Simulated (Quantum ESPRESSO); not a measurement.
## MnO (Manganosite): which magnetic order is lowest

Aim: find out which collinear order of MnO (Manganosite) costs least.

Calculated with Quantum ESPRESSO 7.5; LDA with U = 4 eV on Mn d (ortho-atomic projectors); plane waves with GBRV 1.5 LDA potentials, no spin-orbit coupling.

**1. The structure**

Symmetry: Fm-3m, No. 225, cubic system. The conventional cell has a = 4.446 Å, b = 4.446 Å, c = 4.446 Å, α = 90.00°, β = 90.00°, γ = 90.00°. Mn has 6 O at 2.22 Å nearest. O has 6 Mn at 2.22 Å nearest. Farther neighbours and most contacts between anions are not listed.

The cell comes from the Crystallography Open Database.

**2. Run 1, typed as ferro +**

The signs are those of the starting moments on the seeded atoms, the atoms that are given a moment.

Input file pw.in:

```
&CONTROL
  calculation = 'scf'
  prefix = 'pwscf'
  outdir = './tmp'
  pseudo_dir = './pseudo'
  disk_io = 'nowf'
/
&SYSTEM
  ibrav = 0
  nat = 2
  ntyp = 2
  ecutwfc = 40
  ecutrho = 280
  nbnd = 19
  occupations = 'smearing'
  smearing = 'fd'
  degauss = 0.00367493
  nspin = 2
  starting_magnetization(1) = 0.3
  starting_magnetization(2) = 0
/
&ELECTRONS
  conv_thr = 4d-09
  electron_maxstep = 150
  mixing_beta = 0.3
/
ATOMIC_SPECIES
Mn     54.9380 mn_lda_v1.5.uspp.F.UPF
O      15.9990 o_lda_v1.2.uspp.F.UPF
CELL_PARAMETERS angstrom
   0.0000000000    2.2230000000    2.2230000000
   2.2230000000    0.0000000000    2.2230000000
   2.2230000000    2.2230000000    0.0000000000
ATOMIC_POSITIONS crystal
Mn      0.0000000000    0.0000000000    0.0000000000
O       0.5000000000    0.5000000000    0.5000000000
K_POINTS automatic
8 8 8 0 0 0
HUBBARD {ortho-atomic}
U Mn-3d 4.0000
```

Launch:

```console
> OMP_NUM_THREADS=1 mpirun -n 4 pw.x -nk 4 -in pw.in > pw.out
```

Output:

```text
Program PWSCF v.7.5 starts

     Message from routine setup:
     using ibrav=0 with symmetry is DISCOURAGED, use correct ibrav instead

     K-points division:     npool     =       4
     Subspace diagonalization in iterative solution of the eigenvalue problem:

     G-vector sticks info
     --------------------
     sticks:   dense  smooth     PW     G-vecs:    dense   smooth      PW
     Sum         673     379    121                11791     5029     941

     Using Slab Decomposition

     bravais-lattice index     =            0
     lattice parameter (alat)  =       5.9409  a.u.
     unit-cell volume          =     148.2672 (a.u.)^3
     number of atoms/cell      =            2
     number of atomic types    =            2
     number of electrons       =        21.00
     number of Kohn-Sham states=           19
     kinetic-energy cutoff     =      40.0000  Ry
     charge density cutoff     =     280.0000  Ry
     scf convergence threshold =      4.0E-09
     mixing beta               =       0.3000
     number of iterations used =            8  plain     mixing
     Exchange-correlation= SLA  PZ   NOGX NOGC
                           (   1   1   0   0   0   0   0)
     Hubbard projectors: ortho-atomic
     Hubbard parameters of DFT+U (Dudarev formulation) in eV:
     U(Mn-3d) =  4.0000

     Internal variables: lda_plus_u =T, lda_plus_u_kind = 0

     Internal variables: orbital_resolved =F, hub_pot_fix =F, apply_U = F

     celldm(1)=   5.940915  celldm(2)=   0.000000  celldm(3)=   0.000000
     celldm(4)=   0.000000  celldm(5)=   0.000000  celldm(6)=   0.000000

     crystal axes: (cart. coord. in units of alat)
               a(1) = (   0.000000   0.707107   0.707107 )
               a(2) = (   0.707107   0.000000   0.707107 )
               a(3) = (   0.707107   0.707107   0.000000 )

     reciprocal axes: (cart. coord. in units 2 pi/alat)
               b(1) = ( -0.707107  0.707107  0.707107 )
               b(2) = (  0.707107 -0.707107  0.707107 )
               b(3) = (  0.707107  0.707107 -0.707107 )

     PseudoPot. # 1 for Mn read from file:
     mn_lda_v1.5.uspp.F.UPF
     Pseudo is Ultrasoft + core correction, Zval = 15.0
     Generated by new atomic code, or converted to UPF format
     Using radial grid of  859 points,  6 beta functions with:
                l(1) =   0
                l(2) =   0
                l(3) =   1
                l(4) =   1
                l(5) =   2
                l(6) =   2
     Q(r) pseudized with  8 coefficients,  rinner =    0.950   0.950   0.950
                                                       0.950   0.950

     PseudoPot. # 2 for O  read from file:
     o_lda_v1.2.uspp.F.UPF
     Pseudo is Ultrasoft + core correction, Zval =  6.0
     Generated by new atomic code, or converted to UPF format
     Using radial grid of  737 points,  5 beta functions with:
                l(1) =   0
                l(2) =   0
                l(3) =   1
                l(4) =   1
                l(5) =   2
     Q(r) pseudized with  8 coefficients,  rinner =    0.900   0.900   0.900
                                                       0.900   0.900

     atomic species   valence    mass     pseudopotential
     Mn               15.00    54.93800     Mn( 1.00)
     O                 6.00    15.99900     O ( 1.00)

     Starting magnetic structure
     atomic species   magnetization
     Mn              0.300
     O               0.000

     48 Sym. Ops., with inversion, found

   Cartesian axes

     site n.     atom                  positions (alat units)
         1        Mn     tau(   1) = (   0.0000000   0.0000000   0.0000000  )
         2        O      tau(   2) = (   0.7071068   0.7071068   0.7071068  )

     number of k points=    29  Fermi-Dirac smearing, width (Ry)=  0.0037
                       cart. coord. in units 2pi/alat
        k(    1) = (   0.0000000   0.0000000   0.0000000), wk =   0.0019531
        k(    2) = (   0.0883883   0.0883883  -0.0883883), wk =   0.0156250
        k(    3) = (   0.1767767   0.1767767  -0.1767767), wk =   0.0156250
        k(    4) = (   0.2651650   0.2651650  -0.2651650), wk =   0.0156250
        k(    5) = (  -0.3535534  -0.3535534   0.3535534), wk =   0.0078125
        [... 24 further k-points ...]

     Dense  grid:    11791 G-vectors     FFT dimensions: (  32,  32,  32)

     Smooth grid:     5029 G-vectors     FFT dimensions: (  24,  24,  24)

     Check: negative core charge=   -0.000053
     Generating pointlists ...
     new r_m :   0.2917 (alat units)  1.7329 (a.u.) for type    1
     new r_m :   0.2917 (alat units)  1.7329 (a.u.) for type    2

     Initial potential from superposition of free atoms

     starting charge      20.4999, renormalised to      21.0000

     STARTING HUBBARD OCCUPATIONS:

     =================== HUBBARD OCCUPATIONS ===================
     ------------------------ ATOM    1 ------------------------
     Tr[ns(  1)] (up, down, total) =   5.00000  0.00000  5.00000
     Atomic magnetic moment for atom   1 =   5.00000
     [... lines left out ...]
     Number of occupied Hubbard levels =    5.0000

     Atomic wfc used for Hubbard projectors are orthogonalized

     Starting wfcs are   17 randomized atomic wfcs +    2 random wfcs

     Self-consistent Calculation

     iteration #  1     ecut=    40.00 Ry     beta= 0.30
     Davidson diagonalization with overlap
     ethr =  1.00E-02,  avg # of iterations =  4.7

     =================== HUBBARD OCCUPATIONS ===================
     ------------------------ ATOM    1 ------------------------
     Tr[ns(  1)] (up, down, total) =   4.87646  0.13709  5.01355
     Atomic magnetic moment for atom   1 =   4.73936
     [... lines left out ...]
     Number of occupied Hubbard levels =    5.0136

     total energy              =    -243.30871365 Ry
     estimated scf accuracy    <       0.56227339 Ry

     total magnetization       =     5.00 Bohr mag/cell
     absolute magnetization    =     5.00 Bohr mag/cell

     iteration #  2     ecut=    40.00 Ry     beta= 0.30
     Davidson diagonalization with overlap
     ethr =  2.68E-03,  avg # of iterations =  1.6

     total energy              =    -243.41512673 Ry
     estimated scf accuracy    <       0.03031566 Ry

     total magnetization       =     5.00 Bohr mag/cell
     absolute magnetization    =     5.00 Bohr mag/cell

     iteration #  3     ecut=    40.00 Ry     beta= 0.30
     Davidson diagonalization with overlap
     ethr =  1.44E-04,  avg # of iterations =  2.5

     negative rho (up, down):  0.000E+00 1.605E-04

     total energy              =    -243.41849410 Ry
     estimated scf accuracy    <       0.01236050 Ry

     total magnetization       =     5.00 Bohr mag/cell
     absolute magnetization    =     5.00 Bohr mag/cell

     [... further iterations left out ...]

     iteration #  7     ecut=    40.00 Ry     beta= 0.30
     Davidson diagonalization with overlap
     ethr =  1.45E-07,  avg # of iterations =  2.0

     negative rho (up, down):  0.000E+00 4.803E-04

     total energy              =    -243.41951824 Ry
     estimated scf accuracy    <       0.00000071 Ry

     total magnetization       =     5.00 Bohr mag/cell
     absolute magnetization    =     5.00 Bohr mag/cell

     iteration #  8     ecut=    40.00 Ry     beta= 0.30
     Davidson diagonalization with overlap
     ethr =  3.37E-09,  avg # of iterations =  1.5

     negative rho (up, down):  0.000E+00 4.786E-04

     total energy              =    -243.41951837 Ry
     estimated scf accuracy    <       0.00000046 Ry

     total magnetization       =     5.00 Bohr mag/cell
     absolute magnetization    =     5.00 Bohr mag/cell

     iteration #  9     ecut=    40.00 Ry     beta= 0.30
     Davidson diagonalization with overlap
     ethr =  2.21E-09,  avg # of iterations =  2.0

     negative rho (up, down):  0.000E+00 4.785E-04

     total energy              =    -243.41951854 Ry
     estimated scf accuracy    <          6.9E-09 Ry

     total magnetization       =     5.00 Bohr mag/cell
     absolute magnetization    =     5.00 Bohr mag/cell

     iteration # 10     ecut=    40.00 Ry     beta= 0.30
     Davidson diagonalization with overlap
     ethr =  3.26E-11,  avg # of iterations =  1.9

     negative rho (up, down):  0.000E+00 4.782E-04

     Magnetic moment per site  (integrated on atomic sphere of radius R)
     atom   1 (R=0.292)  charge= 12.5817  magn=  4.2646
     atom   2 (R=0.292)  charge=  5.9466  magn=  0.2046

     End of self-consistent calculation

     =================== HUBBARD OCCUPATIONS ===================
     ------------------------ ATOM    1 ------------------------
     Tr[ns(  1)] (up, down, total) =   4.96908  0.26387  5.23294
     Atomic magnetic moment for atom   1 =   4.70521
     [... lines left out ...]
     Number of occupied Hubbard levels =    5.2329

     [... lines left out ...]
     the Fermi energy is    12.5328 ev

!    total energy              =    -243.41951854 Ry
     estimated scf accuracy    <          3.4E-09 Ry
     smearing contrib. (-TS)   =      -0.00002563 Ry
     internal energy E=F+TS    =    -243.41949291 Ry

     The total energy is F=E-TS. E is the sum of the following terms:
     one-electron contribution =    -109.68731494 Ry
     hartree contribution      =      65.66764713 Ry
     xc contribution           =     -33.66472191 Ry
     ewald contribution        =    -165.77564249 Ry
     Hubbard energy            =       0.04053931 Ry

     total magnetization       =     5.00 Bohr mag/cell
     absolute magnetization    =     5.00 Bohr mag/cell

     convergence has been achieved in  10 iterations

=------------------------------------------------------------------------------=
   JOB DONE.
=------------------------------------------------------------------------------=
```

The job ended after 2.6 s (4 MPI ranks of AMD EPYC 9R45 (Zen 5), shared host; peak memory 0.3 GiB; 9 s of CPU time).

Spin moment in the atom's sphere by atom:

| atom | spin moment in the atom's sphere (μB) |
| --- | --- |
| Mn1 | 4.26 |
| O2 | 0.20 |

This step gave:

| Quantity | Value |
| --- | --- |
| smearing term TS | 3.49e-4 eV |
| magnetization | 5 μB |
| absolute magnetization | 5 μB |
| final state | ferromagnetic |

Spin density in the ac plane of the conventional cell at fractional y = 0.000, with atoms of Mn and O within 0.2 Å of it.

Ten even steps from '_' (0.0 e/Å³) to '@' (7.2 e/Å³), each cell a mean:
```
%%--____________________..**
::..______________________..
____________________________
____________________________
____________________________
__________..--++::__________
__________::%%@@++__________
__________..**%%--__________
____________..::..__________
____________________________
____________________________
____________________________
++::____________________..--
@@++____________________::%%
```
Columns run along a (4.4 Å), rows up along c (4.4 Å), edges of the conventional cell, whose origin can differ from the input's. Atoms in or near the plane, at fractional coordinates: Mn at (0.00, 0.00), Mn at (0.50, 0.50), O at (0.50, 0.00), O at (0.00, 0.50).

Valence density in the ac plane of the conventional cell at fractional y = 0.000, with atoms of Mn and O within 0.2 Å of it. It is the smooth field of the valence electrons, not physical close to the nuclei.

Values in e/Å³, 14 rows by 14 columns, each cell a mean:
```
17 10  1  0  1  2  5  6  3  1  0  1  4 15
 5  2  1  0  0  1  2  2  1  1  0  0  1  4
 1  0  0  0  0  0  1  1  0  0  0  0  0  1
 0  0  0  0  0  0  0  0  0  0  0  0  0  0
 1  1  0  0  0  1  1  2  1  0  0  0  1  1
 4  2  1  0  0  2 10 13  6  1  0  0  1  3
 7  4  1  0  1  5 17 15 13  2  0  1  2  6
 6  3  1  0  1  4 15 17 10  1  0  1  2  5
 2  1  1  0  0  1  4  5  2  1  0  0  1  2
 1  0  0  0  0  0  1  1  0  0  0  0  0  1
 0  0  0  0  0  0  0  0  0  0  0  0  0  0
 2  1  0  0  0  1  1  1  1  0  0  0  1  1
13  6  1  0  0  1  3  4  2  1  0  0  2 10
15 13  2  0  1  2  6  7  4  1  0  1  5 17
```
Columns run along a (4.4 Å), rows up along c (4.4 Å), edges of the conventional cell, whose origin can differ from the input's. Atoms in or near the plane, at fractional coordinates: Mn at (0.00, 0.00), Mn at (0.50, 0.50), O at (0.50, 0.00), O at (0.00, 0.50).

(Continued in part 2 of 2.)

[Logs and program files are shortened in this print: banners, set-up blocks, solver, clock and traceback lines can be left out without a mark of their own.]

[Logs are printed without paths, hosts, clocks, repeated set-up lines and the standing remarks that a program may print on its own settings, such as how far it seeks lower states.]

[Hosts, paths, dates, database ids (printed as entryN), source tags and the programs' standing remarks are cut or masked in the printed files.]

[Where a cell is said to come from a database of computed structures, the database is the Materials Project.]
